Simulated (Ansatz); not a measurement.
# LiMgBr3 (model cell, started as cubic perovskite with Mg in the octahedra): following an unstable mode, part 2 of 3

Wanted: the energy along a soft mode of LiMgBr3 (model cell, started as cubic perovskite with Mg in the octahedra) and the structure at the end.

Ansatz 0.2.0; DFT PBEsol, scalar-relativistic, plane waves, PAW; PAW set soft_1.

So far, highest frequency on the path or at a solved wavevector (cm⁻¹): step 2 (phonons on a q mesh) 308. Also lowest frequency on the path (cm⁻¹): step 2 -176.

The structure was built from a prototype and need not be the compound's stable phase.

## 6. Relaxation from the frozen mode

Starting from the lowest point found, all atoms and the cell are let go, so that strain and other modes of the same symmetry can join in.

Input file input.yaml:

```yaml
crystal:
  lattice:
    - [5.2123358958, 5.2123358958, 0.0]
    - [5.2123358958, 0.0, 5.2123358958]
    - [5.2123358958, 0.0, -5.2123358958]
  atoms:
    - { symbol: Li, position: [0.1151115377, -0.0575557689, -0.0575557689] }
    - { symbol: Li, position: [-0.1151115377, 0.5575557689, 0.5575557689] }
    - { symbol: Mg, position: [0.5, 0.25, 0.75] }
    - { symbol: Mg, position: [0.5, 0.75, 0.25] }
    - { symbol: Br, position: [0.5, -0.0028475377, -0.0028475377] }
    - { symbol: Br, position: [0.5, 0.5028475377, 0.5028475377] }
    - { symbol: Br, position: [0.0, 0.5, 0.0] }
    - { symbol: Br, position: [0.0, 0.0, 0.5] }
    - { symbol: Br, position: [0.5, -0.0028475377, 0.5028475377] }
    - { symbol: Br, position: [0.5, 0.5028475377, -0.0028475377] }
kpoints:
  mp_grid: { grid: [4, 4, 4] }
hamiltonian:
  xc: pbesol
  pseudopotentials: { kind: paw, azcp: { folder: soft_1 }, xc_functional: pbe }
scf:
  occupations: { method: fixed }
output:
  forces: true
  stress: true
  eigenvalues: true
relax:
  adjacent_minimum: "off"
  f_tol: 0.002
  max_steps: 120
  cell: { stress_tol: 0.03 }
```

Command:

```sh
$ ansatz run input.yaml --threads 8 --pin off --max-ram 16384MiB --backend cpu --events-out ev --progress --plain --runs-dir out
```

Numbers of over 12 decimals in the logs are rounded to 6 here.

The log of the run:

```text
[...]
Crystal: 10 atoms, lattice volume = 283.222 Å³
Basis set: ecut = 420 eV, 5577 PW (Γ), exchange–correlation on 100×100×100 points (8 copies of the dense FFT grid, shifted against one another)
Bands: 44, of which v1, the nominal top of the filled ones, is band 34 counted from 1 (33 counted from 0)
Symmetry: 16 space group operations
[...]
k-points: 13 of 64
[...]
SCF iter   1: F=—  HF=-20662.578717 eV  |F-HF|=—  |Δ(HF+E_count)|=         —  Δρ=3.55e-2  dr2=2.83e0  ethr=3.10e-3  ⟨swp⟩=4.6  Hψ=2178  notcnv=0  defer=88
[...]
SCF iter   8: F=-20661.660473 eV  HF=-20661.660473 eV  |F-HF|=3.93e-8  |Δ(HF+E_count)|=   7.54e-7  Δρ=1.92e-6  dr2=1.87e-8  ethr=1.47e-10  ⟨swp⟩=14.8  Hψ=3531  notcnv=0
SCF 1 converged in 8 iterations: F = -20661.660473 eV  dr2 = 1.87e-8
[...]
relax step   1: F+E_penalty+E_count = -20661.66047324 eV  Δ(F+E_penalty+E_count) = +0.000e0 eV  max|allowed force component| = 3.567e-1 eV/Å  Δτ_max = 0.0000 Å  P = +0.086 GPa  Ω = 283.222 Å³  (8 SCF iters, dr2 threshold 1.00e-7 eV, accepted)
Crystal: 10 atoms, lattice volume = 286.611 Å³
Basis set: ecut = 420 eV, 5609 PW (Γ), exchange–correlation on 100×100×100 points (8 copies of the dense FFT grid, shifted against one another)
[...]
iter 1 solved again at ethr=9.83e-5 eV; its pass at ethr=3.10e-3 eV (dr2=6.69e-2 eV) is discarded
[...]
SCF iter   5: F=-20661.895820 eV  HF=-20661.895820 eV  |F-HF|=2.14e-7  |Δ(HF+E_count)|=   2.57e-5  Δρ=1.37e-5  dr2=8.80e-7  ethr=1.47e-9  ⟨swp⟩=12.5  Hψ=3895  notcnv=0
SCF 2 converged in 5 iterations: F = -20661.895820 eV  dr2 = 8.80e-7
relax step   2: F+E_penalty+E_count = -20661.89582033 eV  Δ(F+E_penalty+E_count) = -2.353e-1 eV  max|allowed force component| = 4.452e-1 eV/Å  Δτ_max = 0.1946 Å  P = -0.003 GPa  Ω = 286.611 Å³  energy of the carried Pulay correction = -1.920e-4 eV  (5 SCF iters, dr2 threshold 1.00e-6 eV, accepted)
Crystal: 10 atoms, lattice volume = 288.503 Å³
Basis set: ecut = 420 eV, 5657 PW (Γ), exchange–correlation on 100×100×100 points (8 copies of the dense FFT grid, shifted against one another)
[...]
SCF iter   5: F=-20662.073717 eV  HF=-20662.073717 eV  |F-HF|=2.59e-7  |Δ(HF+E_count)|=   1.71e-5  Δρ=1.23e-5  dr2=6.96e-7  ethr=1.47e-9  ⟨swp⟩=14.4  Hψ=3563  notcnv=0
SCF 3 converged in 5 iterations: F = -20662.073717 eV  dr2 = 6.96e-7
relax step   3: F+E_penalty+E_count = -20662.07371721 eV  Δ(F+E_penalty+E_count) = -1.779e-1 eV  max|allowed force component| = 3.745e-1 eV/Å  Δτ_max = 0.1953 Å  P = +0.113 GPa  Ω = 288.503 Å³  energy of the carried Pulay correction = -2.982e-4 eV  (5 SCF iters, dr2 threshold 1.00e-6 eV, accepted)
[...]
relax step   4: F+E_penalty+E_count = -20662.18653791 eV  Δ(F+E_penalty+E_count) = -1.128e-1 eV  max|allowed force component| = 1.318e-1 eV/Å  Δτ_max = 0.1988 Å  P = +0.160 GPa  Ω = 291.143 Å³  energy of the carried Pulay correction = -4.452e-4 eV  (5 SCF iters, dr2 threshold 1.00e-6 eV, accepted)
[...]
relax step   5: F+E_penalty+E_count = -20662.19397360 eV  Δ(F+E_penalty+E_count) = -7.436e-3 eV  max|allowed force component| = 1.080e-1 eV/Å  Δτ_max = 0.1166 Å  P = -0.003 GPa  Ω = 295.437 Å³  energy of the carried Pulay correction = -6.815e-4 eV  (5 SCF iters, dr2 threshold 1.00e-6 eV, accepted)
[...]
relax step   6: F+E_penalty+E_count = -20662.19872637 eV  Δ(F+E_penalty+E_count) = -4.753e-3 eV  max|allowed force component| = 7.531e-3 eV/Å  Δτ_max = 0.0440 Å  P = +0.032 GPa  Ω = 294.267 Å³  energy of the carried Pulay correction = -6.174e-4 eV  (5 SCF iters, dr2 threshold 7.29e-7 eV, accepted)
[...]
relax step   7: F+E_penalty+E_count = -20662.19893242 eV  Δ(F+E_penalty+E_count) = -2.061e-4 eV  max|allowed force component| = 9.448e-4 eV/Å  Δτ_max = 0.0020 Å  P = +0.004 GPa  Ω = 294.435 Å³  energy of the carried Pulay correction = -6.266e-4 eV  (5 SCF iters, dr2 threshold 2.66e-8 eV, accepted)
Basis set: ecut = 420 eV, 5785 PW (Γ), exchange–correlation on 100×108×108 points (8 copies of the dense FFT grid, shifted against one another)
[...]
SCF iter   7: F=-20662.199568 eV  HF=-20662.199568 eV  |F-HF|=7.28e-11  |Δ(HF+E_count)|=  4.58e-10  Δρ=3.00e-8  dr2=9.04e-12  ethr=1.00e-12  ⟨swp⟩=4.3  Hψ=1811  notcnv=0
SCF 8 converged in 7 iterations: F = -20662.199568 eV  dr2 = 9.04e-12
relax step   8: F+E_penalty+E_count = -20662.19956835 eV  Δ(F+E_penalty+E_count) = -6.359e-4 eV  max|allowed force component| = 9.455e-4 eV/Å  Δτ_max = 0.0000 Å  P = +0.004 GPa  Ω = 294.435 Å³  stress off target by 4.68e-3 GPa  SCF on the basis re-selected at this cell (its energy is not comparable with the rows above)  (7 SCF iters)
basis re-selected at this cell: Δ(F+E_penalty+E_count) = -6.359e-4 eV, ΔP = +0.000 GPa vs the last step (what re-selecting the basis moved, of the pressure what is left beyond the Pulay correction that the steps carried, after the strain that the cell walked since its last selection, with what the two solves' SCF thresholds leave and, on support functions, any second-order correction that the steps lacked; it is no measure of the basis error at this ecutwfc). The dense FFT grid was sized anew with the basis: this SCF ran on 50×54×54 points, the steps before it on 50×50×50, so part of this shift can come from that change (see relax.cell in the input reference). [rest of the remark cut]
SCF converged after 7 iterations
Free energy (F): -20662.199568 eV
[...]
Internal energy: -20662.199568 eV  (E = F + TS)
E sigma→0 (E₀):  -20662.199568 eV
Fermi energy:    1.454613 eV
[...]
--- Forces (eV/Å), atoms counted from 1 ---
  atom   1  Li     0.00000000    -0.00026628     0.00000000
  atom   2  Li     0.00000000     0.00026628     0.00000000
  atom   3  Mg     0.00000000     0.00000000     0.00000000
  atom   4  Mg     0.00000000    -0.00000000    -0.00000000
  atom   5  Br    -0.00094545    -0.00000000     0.00000000
  atom   6  Br     0.00094545     0.00000000    -0.00000000
  atom   7  Br    -0.00000000     0.00000000    -0.00000000
  atom   8  Br    -0.00000000    -0.00000000     0.00000000
  atom   9  Br     0.00000000     0.00000000    -0.00094545
  atom  10  Br     0.00000000    -0.00000000     0.00094545
  max |Σ_I F_I| component: 3.47e-18 eV/Å
--- Stress (GPa, compression-positive) ---
        0.004137      -0.000000       0.000000
       -0.000000       0.004684       0.000000
        0.000000       0.000000       0.004137
  P = ⅓ Tr σ = 0.0043 GPa (0.043 kbar)
--- Band table (eV; the first three rows and the last of 13) ---
  k-point 0: bands = [... 30 lower, 1.0178, 1.0199, 1.4515, 1.4515, 4.0965, 5.4084, 6.1430, 7.0643, ... 6 higher]
  k-point 1: bands = [... 30 lower, 0.9292, 0.9805, 1.2531, 1.3108, 4.8066, 5.8390, 6.3997, 6.8676, ... 6 higher]
  k-point 2: bands = [... 30 lower, 0.9964, 1.0403, 1.0527, 1.1036, 5.7959, 6.2666, 6.6763, 6.7247, ... 6 higher]
  k-point 12: bands = [... 30 lower, 0.4276, 0.4825, 0.4825, 1.0117, 6.3125, 6.4112, 7.1076, 7.3841, ... 6 higher]
--- Relaxed structure (7 steps of the walk, 7 accepted, 1 SCFs on fresh bases) ---
  F+E_penalty+E_count = -20662.19956835 eV   max|allowed force component| = 9.455e-4 eV/Å   (the final SCF, on the basis selected at the relaxed cell)
  cell:  # Å, volume = 294.4349 Å³
    - [5.294012, 5.252781, 0.0]
    - [5.294012, 0.0, 5.294012]
    - [5.294012, 0.0, -5.294012]
  atoms:
    - { symbol: Li, position: [0.241608, -0.120804, -0.120804] }
    - { symbol: Li, position: [-0.241608, 0.620804, 0.620804] }
    - { symbol: Mg, position: [0.500000, 0.250000, 0.750000] }
    - { symbol: Mg, position: [0.500000, 0.75, 0.250000] }
    - { symbol: Br, position: [0.500000, -0.020688, -0.020688] }
    - { symbol: Br, position: [0.500000, 0.520688, 0.520688] }
    - { symbol: Br, position: [-3.194986988999749e-18, 0.500000, 0.0] }
    - { symbol: Br, position: [-3.194986988999749e-18, 0.0, 0.500000] }
    - { symbol: Br, position: [0.500000, -0.020688, 0.520688] }
    - { symbol: Br, position: [0.500000, 0.520688, -0.020688] }
```

The job ended after 10 s (8 threads of Arm Neoverse V2, shared host; peak memory 0.99 GiB).

The steps of the relaxation:

```tsv
step	energy less that of the first step (eV)	largest force component (eV/Å)	pressure (GPa)	volume (Å³)
1	0.0000	0.3567	0.09	283.22
2	-0.2353	0.4452	0.00	286.61
3	-0.4132	0.3745	0.11	288.50
4	-0.5261	0.1318	0.16	291.14
5	-0.5335	0.1080	0.00	295.44
6	-0.5383	0.0075	0.03	294.27
7	-0.5385	0.0009	0.00	294.43
8*	-0.5391	0.0009	0.00	294.43
```

Relaxation steps marked * repeat the geometry before them on a plane-wave basis chosen anew for their cell, so energy and pressure can jump there.

The run keeps the 16 symmetry operations that it works with, so distortions that break them were not tested.

```tsv
conventional cell, symmetrised	before	after	change
a (Å)	7.371	7.487	+1.6 %
b (Å)	7.371	7.487	+1.6 %
c (Å)	10.425	10.506	+0.8 %
volume (Å³/atom)	28.32	29.44	+4.0 %
```

The atoms that moved most (Å, as changes of fractional coordinates times the final cell):

```tsv
atom	dx	dy	dz	length
Li1	0.000	0.664	0.000	0.664
Li2	0.000	-0.664	0.000	0.664
Br6	0.189	0.000	0.000	0.189
Br10	0.000	0.000	0.189	0.189
Br9	0.000	0.000	-0.189	0.189
Br5	-0.189	0.000	0.000	0.189
```

This step gave:

```yaml
pressure: 0.004319 GPa
gap_on_the_k_mesh: 2.642 eV
volume_per_atom: 29.44 Å³
```

The distorted start has space group I4/mmm; the relaxation ends in I4/mmm.

## 7. The new phase in its own primitive cell

The relaxed structure is symmetrised, reduced to its primitive cell and relaxed tightly, as its phonons need.

input.yaml, the sections that differ from step 6:

```yaml
crystal:
  lattice:
    - [-3.7434320614, 3.7434320614, 5.252781399]
    - [3.7434320614, -3.7434320614, 5.252781399]
    - [3.7434320614, 3.7434320614, -5.252781399]
  atoms:
    - { symbol: Li, position: [0.6291958869, 0.6291958869, 0.0] }
    - { symbol: Li, position: [0.3708041131, 0.3708041131, 0.0] }
    - { symbol: Mg, position: [0.5, 0.0, 0.5] }
    - { symbol: Mg, position: [0.0, 0.5, 0.5] }
    - { symbol: Br, position: [0.7293119332, 0.2706880668, 0.0] }
    - { symbol: Br, position: [0.2706880668, 0.7293119332, 0.0] }
    - { symbol: Br, position: [0.75, 0.25, 0.5] }
    - { symbol: Br, position: [0.25, 0.75, 0.5] }
    - { symbol: Br, position: [0.2706880668, 0.2706880668, 0.5413761336] }
    - { symbol: Br, position: [0.7293119332, 0.7293119332, 0.4586238664] }
relax:
  adjacent_minimum: "off"
  f_tol: 0.001
  max_steps: 60
  cell: { stress_tol: 0.01 }
# kpoints, hamiltonian, scf, output: as in step 6
```

The log of the run:

```text
[...]
Crystal: 10 atoms, lattice volume = 294.435 Å³
Basis set: ecut = 420 eV, 5785 PW (Γ), exchange–correlation on 100×100×100 points (8 copies of the dense FFT grid, shifted against one another)
Bands: 44, of which v1, the nominal top of the filled ones, is band 34 counted from 1 (33 counted from 0)
Symmetry: 16 space group operations
[...]
k-points: 13 of 64
[...]
- { symbol: Mg, position: [0.500000, 0.0, 0.500000] }
    - { symbol: Mg, position: [0.0, 0.500000, 0.500000] }
    - { symbol: Br, position: [0.7293119332, 0.2706880668, 0.0] }
    - { symbol: Br, position: [0.2706880668, 0.7293119332, 0.0] }
    - { symbol: Br, position: [0.750000, 0.25, 0.500000] }
    - { symbol: Br, position: [0.25, 0.750000, 0.500000] }
    - { symbol: Br, position: [0.2706880668, 0.2706880668, 0.5413761336] }
    - { symbol: Br, position: [0.729312, 0.729312, 0.458624] }
[key lines of the parts left out:]
SCF converged after 6 iterations
Free energy (F): -20662.199568 eV
Fermi energy:    1.454614 eV
P = ⅓ Tr σ = 0.0043 GPa (0.043 kbar)
```

Elapsed: 2.9 s, on 8 threads; peak memory 0.96 GiB; 21 s of CPU time.

Little changed from the start: no atom moved by 0.005 Å and no cell edge by 0.1 %.

Numbers from this step:

```
pressure           : 0.004320 GPa
direct gap on mesh : 2.645 eV
```

The largest force component left is 0.67 meV/Å and the pressure is 0.004 GPa, within the tolerances set. The cell now holds 29.44 Å³/atom.

(Continued in part 3 of 3.)

[Logs are printed without paths, hosts, clocks, repeated set-up lines and the standing remarks that a program may print on its own settings, such as how far it seeks lower states.]

[Hosts, paths, dates, database ids (printed as entryN), source tags and the programs' standing remarks are cut or masked in the printed files.]
